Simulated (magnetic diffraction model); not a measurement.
**Moment size from magnetic intensity in RbLiCe2Te4**

Space group Cmcm (no. 63), a = 4.1890 Å, b = 14.4940 Å, c = 14.4760 Å.

| site | atom | x | y | z |
| --- | --- | --- | --- | --- |
| 8f | Ce | 0 | 0.3672 | 0.9390 |
| 4c | Te | 1/2 | 0.0795 | 1/4 |
| 8f | Te | 0 | 0.2611 | 0.3884 |
| 4a | Te | 0 | 0 | 0 |
| 4c | Rb | 1/2 | 0.3918 | 1/4 |
| 4c | Li | 0 | 0.1673 | 1/4 |

This is a made-up structure (elements placed in a structure type, unrelaxed), so the numbers test the method and describe no known phase.

Only Ce is taken to order (form factors of Ce3+); orders and moment sizes are assumed, and not adapted to the symmetry. Radiation: neutrons of λ = 4.2 Å, 3° to 80°; isotropic B of 0.25 Å² (Ce), 0.3 Å² (Te), 0.39 Å² (Rb) and 0.69 Å² (Li). The intensities are simulated: I ∝ L Σ (|F_N|² + |F_M⊥|²) for unpolarised neutrons, with F_M = 2.695 fm/μB × Σ f(s) S exp(2πi Q·r) exp(−B s²) at Q = H ± k (one set where k and −k are equivalent), only the part normal to Q counting and L = 1/(sin²θ cos θ). For a modulated order the moment at position r is S exp(−2πi k·r) + c.c., with S = m/2 for a sine wave of amplitude m and S = m(u + iv)/2 for moments turning in a plane, u and v being orthogonal unit vectors in it; the phase factor of the sum at Q = H + k is then exp(2πi H·r). Form factors are spin-only for 3d ions and dipole or tabulated for f ions, scattering lengths are Sears's of 1992, and absorption is left out. A label names one of the reflections at its angle. The strongest nuclear line in the range is 100, and lines under 0.2 are left out.

In a first state the assumed order is k = (1/3 0 0), moments turning in the plane of [010] and [001], 1.7 μB on Ce; signs + at (0, 0.3672, 0.9390), − at (1/2, 0.1328, 0.4390), + at (1/2, 0.1328, 0.0610), − at (0, 0.3672, 0.5610), with this pattern:

| 2θ (°) | index | nuclear | magnetic |
| --- | --- | --- | --- |
| 25.57 | (1/3 0 1) | 0.0 | 110.9 |
| 33.69 | (0 2 0) | 1.3 | 0.0 |
| 33.73 | (0 0 2) | 16.5 | 0.0 |
| 37.82 | (0 2 1) | 2.4 | 0.0 |
| 42.77 | (1/3 2 1) | 0.0 | 0.6 |
| 46.17 | (2/3 1 1) | 0.0 | 35.3 |
| 48.42 | (0 2 2) | 7.1 | 0.0 |
| 52.56 | (1/3 2 2) | 0.0 | 22.6 |
| 55.51 | (2/3 1 2) | 0.0 | 15.1 |
| 55.57 | (1/3 0 3) | 0.0 | 3.5 |
| 62.91 | (1 1 0) | 3.4 | 0.0 |
| 63.05 | (0 2 3) | 100.0 | 0.0 |
| 65.59 | (1 1 1) | 25.7 | 0.0 |
| 69.11 | (2/3 3 1) | 0.0 | 19.4 |
| 69.16 | (2/3 1 3) | 0.0 | 2.6 |
| 70.94 | (0 0 4) | 13.3 | 0.0 |
(The table stops after 16 lines; 4 more lie at higher angle.)

**Question.** Nearer the ordering temperature the line at 25.57° has total intensity 10.0 on the same scale, and all moments have shrunk alike. How large is the Ce moment?

The nuclear part, 0.0, stays, so the magnetic part is 10.0 against 110.9. It goes as m², so m = 1.7 × √(10.0/110.9) = 0.51 μB; the value used was 0.51 μB.
